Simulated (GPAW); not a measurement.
## TiO2 (Anatase): G0W0 on several meshes in GPAW

Wanted: mesh dependence and cost of G0W0 for TiO2 (Anatase).

Method: LDA and many-body steps on it, plane waves, in GPAW 26.7.0.

## (1) Starting point

Symmetry: I4_1/amd, No. 141, tetragonal system. The conventional cell has a = 3.784 Å, b = 3.784 Å, c = 9.515 Å, α = 90.00°, β = 90.00°, γ = 90.00°. Ti has 6 O at 1.93 to 1.98 Å nearest. O has 3 Ti at 1.93 to 1.98 Å nearest. Farther neighbours and most contacts between anions are not listed.

Coordinates:

```cif
data_structure
_symmetry_space_group_name_H-M 'P 1'
_symmetry_Int_Tables_number 1
_cell_length_a 5.4582
_cell_length_b 5.4582
_cell_length_c 5.4582
_cell_angle_alpha 139.435
_cell_angle_beta 139.435
_cell_angle_gamma 58.713
_cell_volume 68.13
loop_
_atom_site_label
_atom_site_type_symbol
_atom_site_fract_x
_atom_site_fract_y
_atom_site_fract_z
_atom_site_occupancy
Ti1 Ti 0.00000 0.00000 0.00000 1
Ti2 Ti 0.75000 0.25000 0.50000 1
O3 O 0.20810 0.20810 0.00000 1
O4 O 0.95810 0.45810 0.50000 1
O5 O 0.54190 0.04190 0.50000 1
O6 O 0.79190 0.79190 0.00000 1
```

The cell and positions come from the Crystallography Open Database and are kept as given unless a step says otherwise.

## (2) Empty states on the mesh, 6×6×6 mesh, 239 bands

This step: GPAW 26.7.0; DFT, LDA, plane waves, PAW.

The sums over transitions need many empty states on a uniform mesh; this step solves for them.

Contents of run.py:

```python
import json
import numpy as np
from gpaw.mpi import world
from gpaw import GPAW

calc = GPAW('gs.gpw').fixed_density(kpts={'size': (6, 6, 6), 'gamma': True},
    parallel={'domain': 1, 'band': 1},
    txt='nscf.txt')
calc.diagonalize_full_hamiltonian(nbands=239)
calc.write('full.gpw', mode='all')
res = {}
kpts = calc.get_ibz_k_points()
res['kpts'] = kpts
res['eigenvalues'] = [calc.get_eigenvalues(kpt=k) for k in range(len(kpts))]
res['n_electrons'] = calc.get_number_of_electrons()

if world.rank == 0:
    with open('result.json', 'w') as f:
        json.dump(res, f, default=lambda x: x.tolist())
```

Command:

```
mpirun -n 8 gpaw python run.py
```

Numbers of over 12 decimals in the logs are rounded to 6 here.

The program printed:

```text
Diagonalizing LCAO Hamiltonian
Converting LCAO to pw mode
convergence criteria:
- Maximum integral of absolute [eigenst]ate change: 4e-08 eV^2 / valence electron
maximum number of iterations: 100

SCF iterations
|iter     |     time |      energy | eigst |  dens |
|iter:   1|  |             | +0.21 |       |
|iter:   2|  |             | -1.70 |       |
|iter:   3|  |             | -2.86 |       |
[...]
|iter:   8|  |             | -6.94 |       |
|iter:   9|  |             | -7.31 |       |
|iter:  10|  |             | -7.63c|       |
SCF steps: 10
  __  _  _
 | _ |_)|_||  |
 |__||  | ||/\| - 26.7.0

Input parameters:
  mode=PW(ecut=600.0),
  convergence={'density': 1e-06, 'bands': -3},
  gpts=array([32, 32, 32]),
  kpts=MonkhorstPack(size=(6, 6, 6), gamma=True),
  maxiter=100,
  nbands=33,
  occupations=Occupations(name='fermi-dirac', width=0.001, fixmagmom=False),
  parallel={'domain': 1, 'band': 1},
  xc=XC(name='LDA')
Matrix size: 2299x2299
# Writing to full.gpw (mode='all')
  [... matrices ...]

timing:  # [seconds]
  Total: 47.846  # ━━━━━━━━━━━━━━━━━━━━━━━━━━━━━━━━━━━━━━━━━━━━━━━━━━━━━━━━━━
```

Run time: 57 s. Hardware: 8 MPI ranks of Arm Neoverse V2, shared host; peak memory 5.3 GiB; 7.6 min of CPU time.

Numbers from this step:

| Property | Result |
| --- | --- |
| gap | 2.069 eV |
| k of the valence top | 0.5, 0.5, 0 |
| k of the conduction bottom | 0, 0, 0 |
| least direct gap | 2.388 eV |
| k points computed | 30 |
| lowest point of the top converged band, above the valence top | 113.9824 eV |

On this mesh the gap is 2.069 eV.

## (3) 6×6×6

G0W0 replaces the xc potential by the self-energy, built once from these orbitals. Only a window of levels is corrected, while the sums run over the empty bands that the input names.

This step: G0W0 on LDA, plane waves, PAW.

Contents of run.py:

```python
import json
import numpy as np
from gpaw.mpi import world
from gpaw.response.g0w0 import G0W0

gw = G0W0('full.gpw',
    filename='gw',
    kpts=[0, 14, 26],
    bands=(22, 26),
    ecut=78,
    nbands=106,
    integrate_gamma='WS',
    ppa=True)
gw.calculate()
res = {mode: {k: v for k, v in r.items() if k != 'sigma_eskwn'}
       for mode, r in gw.all_results.items()}

if world.rank == 0:
    with open('result.json', 'w') as f:
        json.dump(res, f, default=lambda x: x.tolist())
```

Command:

```
mpirun -n 8 gpaw python run.py
```

The program printed:

```text
Using integrator: PointIntegrator
FrequencyGridDescriptor(from 0.000+0.000j to 0.000+27.211j eV, 2 points)
Nonperiodic BCs:  [False False False]
Using integrator: PointIntegrator
FrequencyGridDescriptor(from 0.000+0.000j to 0.000+27.211j eV, 2 points)
Nonperiodic BCs:  [False False False]
  ___  _ _ _
 |   || | | |
 | | || | | |
 |__ ||_____|
 |___|

BZ k-points: Symmetries present (total): 8

  [... matrices ...]
216 k-points: 6 x 6 x 6 Monkhorst-Pack grid + [1/12,1/12,1/12]
30 k-points in the irreducible part of the Brillouin zone
       k-points in crystal coordinates                weights
   0:     0.00000000    0.00000000    0.00000000          1/216
   1:     0.16666667   -0.16666667    0.00000000          4/216
   2:     0.16666667   -0.16666667    0.16666667          4/216
   3:     0.16666667    0.00000000    0.00000000          8/216
   4:     0.16666667    0.16666667   -0.16666667          2/216
   5:     0.33333333   -0.33333333    0.00000000          4/216
   6:     0.33333333   -0.33333333    0.16666667          8/216
   7:     0.33333333   -0.33333333    0.33333333          4/216
   8:     0.33333333   -0.16666667    0.00000000         16/216
   9:     0.33333333   -0.16666667    0.16666667          8/216
          ...
  29:     0.50000000    0.50000000    0.50000000          1/216

Distributing spins, k-points and bands (1 x 3 x 4) over 8 processes
Number of blocks: 1

Quasi particle states:
k-points (IBZ indices): [0, 14, 26]
Band range: (22, 26)
  [... matrices ...]
Computational parameters:
Plane wave cut-off: 78 eV
Number of bands: 106
Coulomb cutoff: None
Broadening: 0.1 eV

fxc modes: GW
Kernel: RPA
Using Godby-Needs plasmon-pole approximation:
  Fitting energy: i*E0, E0 = 1.000 Hartree
Summing all q:

Calculating screened Coulomb potential
No Coulomb truncation
FrequencyGridDescriptor(from 0.000+0.000j to 0.000+27.211j eV, 2 points)
Removing empty qpoint cache files...

Calculating chi0 body with:
    Ground state adapter containing:
    Number of spins: 1
    Number of kpoints: 216
    Number of irreducible kpoints: 30
    Number of completely occupied states: 24
    Number of partially occupied states: 24
    Occupied states memory: 12.0 M / cpu

    Linear response parametrization:
    q_c: [1.3877787807814457e-17, 1.3877787807814457e-17, 1.3877787807814457e-17]
    Number of frequency points: 2
    Planewave cutoff: 78.0
    Number of bands: 106
    Number of planewaves: 103
    Broadening (eta): 1e-06
    comm.size: 8
    kncomm.size: 8
    blockcomm.size: 1

    Memory estimate of potentially large arrays:
        chi0_wGG: 0.323761 M / cpu
Integrating chi0 body.

Symmetries of q_c:
    Direct symmetries (Uq -> q): 8
    Indirect symmetries (TUq -> q): 8
In total 16 allowed symmetries.

  [... matrices ...]
30 groups of equivalent kpoints. 86.111111% reduction.

Integral kind: response function
Integrating chi0 head and wings.

Symmetries of q_c:
    Direct symmetries (Uq -> q): 8
    Indirect symmetries (TUq -> q): 8
In total 16 allowed symmetries.

  [... matrices ...]
30 groups of equivalent kpoints. 86.111111% reduction.

Integral kind: response function wings

Calculating chi0 body with:
    Ground state adapter containing:
    Number of spins: 1
    Number of kpoints: 216
    Number of irreducible kpoints: 30
    Number of completely occupied states: 24
    Number of partially occupied states: 24
[... the further q-points ...]

Results:
f:      Occupation numbers
eps:     KS-eigenvalues [eV]
vxc:     KS vxc [eV]
exx:     Exact exchange [eV]
sigma:   Self-energies [eV]
dsigma:  Self-energy derivatives
Z:       Renormalization factors
qp:      QP-energies [eV]

k-point 0 (0): (0.000, 0.000, 0.000)                GW
band       f     eps     vxc     exx   sigma  dsigma       Z      qp
                                                                   GW
  22   1.000   3.269 -20.473 -25.149   4.880  -0.323   0.756   3.423
  23   1.000   3.269 -20.473 -25.149   4.880  -0.323   0.756   3.423
  24   0.000   5.783 -21.088 -13.060  -5.293  -0.287   0.777   7.908
  25   0.000   6.555 -22.466 -13.432  -6.007  -0.311   0.763   8.863

k-point 1 (14): (0.333, 0.333, -0.333)                GW
band       f     eps     vxc     exx   sigma  dsigma       Z      qp
                                                                   GW
  22   1.000   3.578 -21.465 -25.938   4.801  -0.316   0.760   3.827
  23   1.000   3.578 -21.465 -25.938   4.801  -0.316   0.760   3.827
[...]
k-point 2 (26): (0.500, 0.500, 0.000)                GW
band       f     eps     vxc     exx   sigma  dsigma       Z      qp
                                                                   GW
[...]
23   1.000   3.714 -21.090 -25.671   4.881  -0.320   0.757   3.941
  24   0.000   7.063 -23.044 -13.873  -6.086  -0.323   0.756   9.395
  25   0.000   7.063 -23.044 -13.873  -6.086  -0.323   0.756   9.395
```

Wall time 5.7 min (8 MPI ranks); peak memory 5.5 GiB; 46 min of CPU time.

Numbers from this step:

```yaml
g0w0_gap_on_the_points_computed: 3.967 eV
least_direct_g0w0_gap_on_the_computed_points: 4.308 eV
z_at_the_valence_top: 0.7574
z_at_the_conduction_bottom: 0.7769
starting_gap_on_the_mesh: 2.069 eV
k_of_the_valence_top: 0.5, 0.5, 0
k_of_the_conduction_bottom: 0, 0, 0
```

The gap on the mesh goes from 2.07 eV to 3.97 eV, a correction of +1.90 eV.

## (4) Empty states on the mesh, 4×4×4 mesh, 116 bands

This step: DFT, LDA, plane waves, PAW.

Contents of run.py:

```python
import json
import numpy as np
from gpaw.mpi import world
from gpaw import GPAW

calc = GPAW('gs.gpw').fixed_density(kpts={'size': (4, 4, 4), 'gamma': True},
    nbands=135,
    convergence={'bands': 116},
    txt='nscf.txt')
calc.write('full.gpw', mode='all')
res = {}
kpts = calc.get_ibz_k_points()
res['kpts'] = kpts
res['eigenvalues'] = [calc.get_eigenvalues(kpt=k) for k in range(len(kpts))]
res['n_electrons'] = calc.get_number_of_electrons()

if world.rank == 0:
    with open('result.json', 'w') as f:
        json.dump(res, f, default=lambda x: x.tolist())
```

Command:

```
mpirun -n 8 gpaw python run.py
```

The program printed:

```text
Diagonalizing LCAO Hamiltonian
Converting LCAO to pw mode
convergence criteria:
- Maximum integral of absolute [eigenst]ate change: 4e-08 eV^2 / valence electron
maximum number of iterations: 100

SCF iterations
|iter     |     time |      energy | eigst |  dens |
|iter:   1|  |             | +3.92 |       |
|iter:   2|  |             | +2.64 |       |
|iter:   3|  |             | +1.48 |       |
[...]
|iter:  10|  |             | -6.32 |       |
|iter:  11|  |             | -7.05 |       |
|iter:  12|  |             | -7.61c|       |
SCF steps: 12
  __  _  _
 | _ |_)|_||  |
 |__||  | ||/\| - 26.7.0

Input parameters:
  mode=PW(ecut=600.0),
  convergence={'bands': 116},
  gpts=array([32, 32, 32]),
  kpts=MonkhorstPack(size=(4, 4, 4), gamma=True),
  maxiter=100,
  nbands=135,
  occupations=Occupations(name='fermi-dirac', width=0.001, fixmagmom=False),
  parallel={},
  xc=XC(name='LDA')
# Writing to full.gpw (mode='all')
  [... matrices ...]

timing:  # [seconds]
  Total: 0.046  # ━━━━━━━━━━━━━━━━━━━━━━━━━━━━━━━━━━━━━━━━━━━━━━━━━━━━━━━━━━━
```

Wall time 20 s (8 MPI ranks); peak memory 2.1 GiB; 2.7 min of CPU time.

This step gave:

* gap: 2.069 eV
* k of the valence top: 0.5, 0.5, 0
* k of the conduction bottom: 0, 0, 0
* least direct gap: 2.376 eV
* k points computed: 13
* lowest point of the top converged band, above the valence top: 60.5906 eV

On this mesh the gap is 2.069 eV.

## (5) 4×4×4

This step: G0W0 on LDA, plane waves, PAW.

Contents of run.py:

```python
import json
import numpy as np
from gpaw.mpi import world
from gpaw.response.g0w0 import G0W0

gw = G0W0('full.gpw',
    filename='gw',
    kpts=[0, 4, 10],
    bands=(22, 26),
    ecut=78,
    nbands=106,
    integrate_gamma='WS',
    ppa=True)
gw.calculate()
res = {mode: {k: v for k, v in r.items() if k != 'sigma_eskwn'}
       for mode, r in gw.all_results.items()}

if world.rank == 0:
    with open('result.json', 'w') as f:
        json.dump(res, f, default=lambda x: x.tolist())
```

Command:

```
mpirun -n 8 gpaw python run.py
```

The program printed:

```text
Using integrator: PointIntegrator
FrequencyGridDescriptor(from 0.000+0.000j to 0.000+27.211j eV, 2 points)
Nonperiodic BCs:  [False False False]
Using integrator: PointIntegrator
FrequencyGridDescriptor(from 0.000+0.000j to 0.000+27.211j eV, 2 points)
Nonperiodic BCs:  [False False False]
  ___  _ _ _
 |   || | | |
 | | || | | |
 |__ ||_____|
 |___|

BZ k-points: Symmetries present (total): 8

  [... matrices ...]
64 k-points: 4 x 4 x 4 Monkhorst-Pack grid + [1/8,1/8,1/8]
13 k-points in the irreducible part of the Brillouin zone
       k-points in crystal coordinates                weights
   0:     0.00000000    0.00000000    0.00000000          1/64
   1:     0.25000000   -0.25000000    0.00000000          4/64
   2:     0.25000000   -0.25000000    0.25000000          4/64
[...]
9:     0.50000000    0.25000000    0.50000000          8/64
          ...
  12:     0.50000000    0.50000000    0.50000000          1/64

Distributing spins, k-points and bands (1 x 3 x 4) over 8 processes
Number of blocks: 1

Quasi particle states:
k-points (IBZ indices): [0, 4, 10]
Band range: (22, 26)
  [... matrices ...]
Computational parameters:
Plane wave cut-off: 78 eV
Number of bands: 106
Coulomb cutoff: None
Broadening: 0.1 eV

fxc modes: GW
Kernel: RPA
Using Godby-Needs plasmon-pole approximation:
  Fitting energy: i*E0, E0 = 1.000 Hartree
Summing all q:

Calculating screened Coulomb potential
No Coulomb truncation
FrequencyGridDescriptor(from 0.000+0.000j to 0.000+27.211j eV, 2 points)
Removing empty qpoint cache files...

Calculating chi0 body with:
    Ground state adapter containing:
    Number of spins: 1
    Number of kpoints: 64
    Number of irreducible kpoints: 13
    Number of completely occupied states: 24
[...]
chi0_wGG: 0.323761 M / cpu
Integrating chi0 body.

Symmetries of q_c:
    Direct symmetries (Uq -> q): 8
    Indirect symmetries (TUq -> q): 8
In total 16 allowed symmetries.

  [... matrices ...]
13 groups of equivalent kpoints. 79.6875% reduction.

Integral kind: response function
Integrating chi0 head and wings.

Symmetries of q_c:
    Direct symmetries (Uq -> q): 8
    Indirect symmetries (TUq -> q): 8
In total 16 allowed symmetries.

  [... matrices ...]
13 groups of equivalent kpoints. 79.6875% reduction.

Integral kind: response function wings

Calculating chi0 body with:
    Ground state adapter containing:
    Number of spins: 1
    Number of kpoints: 64
    Number of irreducible kpoints: 13
    Number of completely occupied states: 24
    Number of partially occupied states: 24
    Occupied states memory: 12.0 M / cpu

    Linear response parametrization:
[... the further q-points ...]

Results:
f:      Occupation numbers
eps:     KS-eigenvalues [eV]
vxc:     KS vxc [eV]
exx:     Exact exchange [eV]
sigma:   Self-energies [eV]
dsigma:  Self-energy derivatives
Z:       Renormalization factors
qp:      QP-energies [eV]

k-point 0 (0): (0.000, 0.000, 0.000)                GW
band       f     eps     vxc     exx   sigma  dsigma       Z      qp
                                                                   GW
  22   1.000   3.269 -20.473 -25.173   4.894  -0.325   0.755   3.415
  23   1.000   3.269 -20.473 -25.173   4.894  -0.325   0.755   3.415
  24   0.000   5.783 -21.088 -13.009  -5.336  -0.287   0.777   7.913
[...]
k-point 1 (4): (0.250, 0.250, -0.250)                GW
band       f     eps     vxc     exx   sigma  dsigma       Z      qp
                                                                   GW
[...]
k-point 2 (10): (0.500, 0.500, 0.000)                GW
band       f     eps     vxc     exx   sigma  dsigma       Z      qp
                                                                   GW
[...]
24   0.000   7.063 -23.044 -13.871  -6.084  -0.321   0.757   9.401
  25   0.000   7.063 -23.044 -13.871  -6.084  -0.321   0.757   9.401
```

The job ended after 54 s (8 MPI ranks; peak memory 2.7 GiB).

This step gave:

```yaml
g0w0_gap_on_the_points_computed: 3.976 eV
least_direct_g0w0_gap_on_the_computed_points: 4.297 eV
z_at_the_valence_top: 0.7578
z_at_the_conduction_bottom: 0.7767
starting_gap_on_the_mesh: 2.069 eV
k_of_the_valence_top: 0.5, 0.5, 0
k_of_the_conduction_bottom: 0, 0, 0
```

Against G0W0 in GPAW (6×6×6 mesh, 106 bands, screening to 78 eV, Godby-Needs plasmon pole), the gap moves by +0.009 eV.

## (6) Side by side

Times are wall times on 8 MPI ranks of Arm Neoverse V2, shared host, good to a factor of about two.

| run | mesh | bands | screening cutoff (eV) | DFT gap (eV) | gap on the mesh (eV) | direct (eV) | time |
| --- | --- | --- | --- | --- | --- | --- | --- |
| 6×6×6 | 6×6×6 | 106 | 78 | 2.069 | 3.967 | 4.308 | 5.7 min |
| 4×4×4 | 4×4×4 | 106 | 78 | 2.069 | 3.976 | 4.297 | 54 s |

## (7) What came out

| Quantity | Value |
| --- | --- |
| 6×6×6 | 3.967 eV |
| 4×4×4 | 3.976 eV |
| known limits | not at the basis limit |

**Reading.** 4×4×4: +0.009 eV against 6×6×6. Bands and cutoff are finite, so the gap is not at the basis limit. The miss can reach some tenths of an eV and take either sign; the mesh is an error of its own. These stock PAW sets were not made for GW. In the G0W0 runs levels were corrected at 3 k points alone, so a gap called «on the mesh» is the least over those, and an edge elsewhere would be missed.

[Paths, hosts, dates, memory and timing lines, banners, echoed tables and standing remarks are left out of the program output.]

[Logs are printed without paths, hosts, clocks, repeated set-up lines and the standing remarks that a program may print on its own settings, such as how far it seeks lower states.]

[Runs of the session that timed out or met a known fault of the program may be left out.]

[Hosts, paths, dates, database ids (printed as entryN), source tags and the programs' standing remarks are cut or masked in the printed files.]
